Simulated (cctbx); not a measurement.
# What is wrong with this refinement?

Cell a = 10.9310 Å, b = 4.3390 Å, c = 10.2950 Å, α = 90.00°, β = 116.91°, γ = 90.00°; space group C2/m (no. 12). The compound is Er2FeSnGe.

Simulated single-crystal data (cctbx): Mo Kα, λ = 0.71073 Å, to d = 0.7 Å, 95 % of the full sphere, strongest reflection 5000 counts, noise from counting, a 3 % proportional error and a noise floor of 4 counts (s.d.); no absorption, and some extinction, which the refinements don't model.

An anisotropic refinement with weights 1/σ² prints:

```text
Rint 0.047, 746 unique reflections to 0.70 A
cycle     R1     wR2    GooF  max shift (A)
   1  0.1264  0.2501   4.802   0.00428
   2  0.0403  0.0942   1.809   0.00001
final R1 0.0403 wR2 0.0942 GooF 1.809  parameters 30  data/parameter 24.9
atom        x        y        z      Ueq    occ   su(xyz)  su(Uiso or U11)
Er1    0.00736  0.00000  0.33393   0.0066  1.000  0.00009  0.0004
Er2    0.68395  0.50000  0.11472   0.0039  1.000  0.00009  0.0004
Sn1    0.83011  0.50000  0.44061   0.0301  1.000  0.00018  0.0007
Ge1    0.98817  0.50000  0.12172   0.0116  1.000  0.00020  0.0008
Fe1    0.73206  0.00000  0.33775   0.0117  1.000  0.00029  0.0010
difference map: max 2.62 min -5.19 rms 0.75
Q1    0.2138  0.0000  0.1112    4    2.66  0.34 A from Er2
Q2    0.1295  0.0000  0.4613    4    2.58  1.38 A from Er1
Q3    0.1586  0.0000  0.1159    4    2.57  0.28 A from Er2
Q4    0.9978  0.0713  0.3068    8    2.15  0.40 A from Er1
Q5    0.1754  0.5000  0.8456    4    2.08  1.40 A from Er2
Q6    0.0450  0.0000  0.1955    4    1.94  1.65 A from Er1
```

Q: Accept it or mend it, and why?

Mend it. The fault: dispersion terms of the wrong wavelength (1.54184 Å). Against the right model at the same level, R1 goes from 0.0235 to 0.0403 and GooF from 0.96 to 1.81, U of Er2 shrinks from 0.0106 to 0.0039 Å², U of Er1 shrinks from 0.0133 to 0.0066 Å² and U of Sn1 swells from 0.0216 to 0.0301 Å². f′ and f″ must be those of the data's wavelength; the error mimics a mistyped heavy atom. The signs are weak, and the output alone doesn't single this fault out.

The compound is Er2FeSnGe. The right model at the same level gives:

```text
Rint 0.047, 746 unique reflections to 0.70 A
cycle     R1     wR2    GooF  max shift (A)
   1  0.0415  0.0897   1.722   0.00341
   2  0.0235  0.0501   0.961   0.00000
final R1 0.0235 wR2 0.0501 GooF 0.961  parameters 30  data/parameter 24.9
atom        x        y        z      Ueq    occ   su(xyz)  su(Uiso or U11)
Er1    0.00731  0.00000  0.33390   0.0133  1.000  0.00005  0.0002
Er2    0.68402  0.50000  0.11478   0.0106  1.000  0.00005  0.0002
Sn1    0.83020  0.50000  0.44056   0.0216  1.000  0.00010  0.0004
Ge1    0.98829  0.50000  0.12184   0.0103  1.000  0.00011  0.0004
Fe1    0.73214  0.00000  0.33773   0.0104  1.000  0.00016  0.0005
difference map: max 2.03 min -2.42 rms 0.52
Q1    0.0428  0.0000  0.1874    4    2.07  1.72 A from Er1
Q2    0.0597  0.0000  0.7643    4    2.04  0.94 A from Er1
Q3    0.1961  0.2447  0.6180    8    1.91  1.23 A from Sn1
Q4    0.1842  0.2688  0.2405    8    1.83  1.34 A from Fe1
Q5    0.1458  0.3103  0.8339    8    1.82  1.88 A from Er2
Q6    0.1449  0.3312  0.7323    8    1.80  1.96 A from Er2
```

Isotropic U is held between 0.0001 and 1 Å² by the program, and listed peak heights are interpolated, so they can pass the grid's maximum.

This is a model crystal, built by substitution and not relaxed, with assumed displacement parameters.

[Middle refinement cycles are left out of these outputs.]

[Logs are printed without paths, hosts, clocks, repeated set-up lines and the standing remarks that a program may print on its own settings, such as how far it seeks lower states.]
